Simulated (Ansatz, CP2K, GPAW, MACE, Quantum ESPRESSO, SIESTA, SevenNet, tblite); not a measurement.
# Forces in random rock-salt alloy of CaS and PbS (64 atoms), program by program

One geometry of random rock-salt alloy of CaS and PbS (64 atoms) is solved by several programs and methods. How far do their forces lie from a plane-wave PBE run?

Results are calculated, not measured.

**1. The cell**

The cell holds 64 atoms (20 Pb, 32 S and 12 Ca), with edges of 11.69, 11.69 and 11.69 Å. Recipe: rock-salt CaS, 2 x 2 x 2 conventional cells, 20 of 32 Ca sites given to Pb at random (x = 0.625), lattice by Vegard's rule (a = 5.844 Å); not relaxed, displaced by a Gaussian of 0.02 Å. Then every atom was moved at random, 0.05 Å r.m.s. a Cartesian component. The density is 5.88 g/cm³.

**2. The reference input**

Quantum ESPRESSO 7.5: Kohn-Sham DFT, PBE, SSSP efficiency 1.3.0 pseudopotentials, plane waves. Its input, pw.in:

```
&control
  calculation = 'scf'
  pseudo_dir = './pseudo'
  outdir = './tmp'
  disk_io = 'none'
  tprnfor = .true.
  tstress = .true.
/
&system
  ibrav = 0
  nat = 64
  ntyp = 3
  ecutwfc = 45
  ecutrho = 360
  nosym = .true.
  occupations = 'smearing'
  smearing = 'fd'
  degauss = 0.003675
/
&electrons
  conv_thr = 3.2e-07
  electron_maxstep = 100
  mixing_beta = 0.2
  mixing_mode = 'local-TF'
  diagonalization = 'david'
/
ATOMIC_SPECIES
Pb 207.200 Pb.upf
S 32.060 S.upf
Ca 40.078 Ca.upf
CELL_PARAMETERS angstrom
11.68760 0.00000 0.00000
0.00000 11.68760 0.00000
0.00000 0.00000 11.68760
ATOMIC_POSITIONS crystal
Pb 0.00504 0.00371 0.99926
S 0.25288 0.00220 0.99690
Pb 0.99703 0.24314 0.24728
S 0.25188 0.24886 0.23901
[... 58 atom lines left out ...]
Pb 0.74694 0.75522 0.49583
S 0.49563 0.75175 0.50511
K_POINTS gamma
```

```console
$ OMP_NUM_THREADS=1 mpirun -np 4 pw.x -in pw.in > output.txt
```

It took 7.7 min on 4 MPI ranks of Arm Neoverse V2, shared host; peak memory 3.6 GiB.

It converged with an r.m.s. force component of 0.34 eV/Å and a pressure of 3.3 GPa.

Its highest filled and lowest empty levels lie 1.08 eV apart on its k-points.

**3. The other programs**

- CP2K 2026.2: Gaussian basis with GTH pseudopotentials and a plane-wave density; labels give functional, basis (MOLOPT sets; SR short-range, UZH the newer set with its own potentials), grid cutoff/relative cutoff and solver (OT: orbital transformation; TRS4, TC2, SIGN: linear-scaling purification with its sparsity filter), or its built-in tight binding.
- GPAW 26.7.0: PAW with atomic orbitals (LCAO), plane waves or a real-space grid of spacing h.
- MACE: machine-learned potential, published weights.
- Quantum ESPRESSO 7.5: plane waves; labels (QE) give functional, pseudopotential set and cutoffs of waves/density.
- SIESTA 5.4.2: numerical atomic orbitals, whose automatically made sets are far from complete, with PseudoDojo norm-conserving potentials that we converted to its format (checked against plane waves on the same files for H, C, O, Si, Ge and Ca alone); labels give functional, basis size, energy shift and mesh cutoff.
- SevenNet: machine-learned potential, published weights.
- tblite 0.8.0: extended tight binding, driven from Python.

All use the same cell and atoms, and the electronic-structure runs the same k-mesh.

**4. All runs compared**

Differences are against the reference: forces as r.m.s. over components, share as that over the reference's r.m.s. force, slope as the fitted ratio of a run's forces to the reference's.

```
                                                               run  Δ force, r.m.s. (meV/Å)  share (%)   slope  Δ pressure (GPa)  Δ gap (eV)  cores  CPU time  memory (GiB)
                                                         reference                        -          -       -                 -           -      4    31 min           3.6
             CP2K BLYP, DZVP-MOLOPT-SR, 600/50 Ry, diagonalisation                     31.5       9.37   0.981              1.98       0.134      2   3.5 min           4.0
 CP2K PBE, DZVP-MOLOPT (SR for Pb, Ca), 600/50 Ry, diagonalisation                     19.0       5.65   0.993           -0.0524      0.0259      4     5 min           5.7
           CP2K PBE, DZVP-UZH, 600/20 Ry, diagonalisation (coarse)                     27.4       8.15   1.039             0.948     -0.0737      4   2.6 min           5.8
                    CP2K PBE, DZVP-UZH, 600/50 Ry, diagonalisation                     26.1       7.77   1.066              0.98     -0.0731      4   3.5 min           5.8
      CP2K PBE, SZV-MOLOPT-SR, 600/50 Ry, diagonalisation (coarse)                      556        165  -0.030             -1.09           -      1   2.8 min           3.8
CP2K PBE, TZV2P-MOLOPT (SR for Pb, Ca), 600/50 Ry, diagonalisation                     17.5       5.21   0.999           -0.0149      0.0552      4   6.8 min           6.4
                                      GPAW PBE, LCAO dzp, h 0.15 Å                     28.7       8.54   1.057                 -      0.0143      1   6.3 min           3.5
                                       GPAW PBE, LCAO dzp, h 0.2 Å                     36.2       10.8   1.052                 -      0.0146      1   3.5 min           1.9
                          GPAW PBE, LCAO sz(dzp), h 0.2 Å (coarse)                      128       38.2   1.325                 -      0.0912      1      64 s           1.5
                         GPAW PBE, LCAO szp(dzp), h 0.2 Å (coarse)                     46.1       13.7   1.089                 -      0.0813      1   2.4 min           1.8
                                      GPAW PBE, plane waves 550 eV                     17.5       5.22   0.962            -0.106     -0.0577      2   7.8 min           1.8
                                      MACE MP-0b3 medium potential                     82.8       24.7   0.955             -1.04           -      1     6.6 s          0.76
                                       MACE MPA-0 medium potential                     93.0       27.7   1.018            -0.516           -      1     6.8 s          0.74
                 QE PBE, sssp-1.3.0-efficiency, 20/160 Ry (coarse)                     48.5       14.4   1.116             -9.58       0.001      2   5.9 min           1.1
               SIESTA PBE, DZ, shift 0.01 Ry, mesh 300 Ry (coarse)                      169       50.3   1.301             0.251      0.0726      1      77 s          0.76
                       SIESTA PBE, DZP, shift 0.01 Ry, mesh 200 Ry                      136       40.5   0.938              1.63     -0.0384      1   1.7 min          0.71
                       SIESTA PBE, DZP, shift 0.01 Ry, mesh 300 Ry                      136       40.5   0.938              1.62     -0.0382      2   3.5 min           1.4
              SIESTA PBE, SZP, shift 0.01 Ry, mesh 300 Ry (coarse)                      146       43.6   0.947              1.72      0.0745      1   2.9 min           1.1
      SIESTA VV10, PBE potentials, DZP, shift 0.01 Ry, mesh 300 Ry                      125       37.3   1.065              2.05     -0.0621      2    11 min           2.2
                                              SevenNet 0 potential                     90.2       26.9   0.972            -0.779           -      1     6.7 s          0.67
                                                   tblite GFN1-xTB                      322       95.8   0.408             -10.7           -      1     3.8 s          0.12
                                                   tblite GFN2-xTB                      362        108   0.136             -6.10           -      1      11 s          0.12
```

Rows marked coarse use a setting chosen to be so.

Times of the machine-learned potentials are mostly Python's start and the loading of weights.

CPU time is summed over cores on shared hosts, so it is rough.

**5. Findings**

Forces lie from 5.2 % (CP2K PBE, TZV2P-MOLOPT (SR for Pb, Ca), 600/50 Ry, diagonalisation) to 165 % (CP2K PBE, SZV-MOLOPT-SR, 600/50 Ry, diagonalisation, coarse) of the reference's r.m.s. force of 0.34 eV/Å away from it. Other PBE runs on plane waves or a grid: GPAW PBE, plane waves 550 eV 5.2 % of the r.m.s. force; the reference has errors of its own, so differences under a few per cent don't tell which side is nearer the exact PBE result. The PBE runs in local orbitals, coarse settings apart, differ by 5.2 % (CP2K PBE, TZV2P-MOLOPT (SR for Pb, Ca), 600/50 Ry, diagonalisation) to 41 % (SIESTA PBE, DZP, shift 0.01 Ry, mesh 300 Ry); basis, grid and potentials can all enter. Tight binding differs by 96 % (tblite GFN1-xTB) to 108 % (tblite GFN2-xTB); it is another model, with fitted parameters of its own, and the xTB methods hold dispersion.

Machine-learned potentials differ by 25 % (MACE MP-0b3 medium potential) to 28 % (MACE MPA-0 medium potential); they were trained on other programs' data. Rows with another functional or a dispersion term differ by 9.4 % (CP2K BLYP, DZVP-MOLOPT-SR, 600/50 Ry, diagonalisation) to 37 % (SIESTA VV10, PBE potentials, DZP, shift 0.01 Ry, mesh 300 Ry), which mixes the change of model with differences of basis and potentials, some of them made for another functional. Runs with settings chosen to be coarse differ by 8.2 % (CP2K PBE, DZVP-UZH, 600/20 Ry, diagonalisation) to 165 % (CP2K PBE, SZV-MOLOPT-SR, 600/50 Ry, diagonalisation), their programs' other errors included. GPAW PBE, LCAO sz(dzp), h 0.2 Å stiffens the forces by a factor of 1.32 while following their directions (correlation 0.989); the slopes of the 5 GPAW runs lie between 0.96 and 1.32. From GPAW PBE, LCAO dzp, h 0.2 Å to the finer GPAW PBE, LCAO dzp, h 0.15 Å the share falls from 11 to 8.5 %. From SIESTA PBE, DZP, shift 0.01 Ry, mesh 200 Ry to the finer SIESTA PBE, DZP, shift 0.01 Ry, mesh 300 Ry the share goes from 40.5 to 40.5 %, so the grid isn't what parts these runs from the reference. Pressures at PBE, coarse settings apart, lie -0.11 to +1.63 GPa from the reference's. Gaps at PBE, coarse settings apart, lie -0.07 to +0.06 eV from the reference's, on k-points that hold the band edges only if these fold onto them.

**Limits.** Periodic xTB results under one method name differ between programs and library versions. The potentials hold different valence shells: 592 electrons in the reference, 392 in CP2K with TZV2P-MOLOPT; this bears on time and differences. The reference's pressure holds the uncorrected Pulay stress of its 45 Ry basis, so small pressure differences, may be the reference's own error. Machine-learned potentials mimic data converged in k, so the reference's own k-point error enters their differences. The host structure and its lattice constant were typed by rule, without a check against the phase diagram. The electronic-structure runs sample only Γ, in a cell whose shortest periodic width is 12 Å. Spin–orbit coupling is left out, which matters for the levels of the heavy elements. The reference's pressure of 3.3 GPa reflects the volume that the recipe set, positions that aren't this level's minimum and the coarse k-sampling. Where levels are smeared, the DFT runs use Fermi–Dirac occupations at 580 K (0.05 eV), and energies are free energies. The atoms were displaced at random, and shares hang on the size of the forces that this gives. The reference's cutoffs and mesh weren't converged further here.

[Long decimals in the printed logs are rounded to 6 places.]

[Logs are printed without paths, hosts, clocks, repeated set-up lines and the standing remarks that a program may print on its own settings, such as how far it seeks lower states.]

[Hosts, paths, dates, database ids (printed as entryN), source tags and the programs' standing remarks are cut or masked in the printed files.]

[Only finished runs are shown, without SIESTA runs on faulty potentials for Cu, Fe, Ni or Zn; cells were taken only where this reference lay near another plane-wave run.]
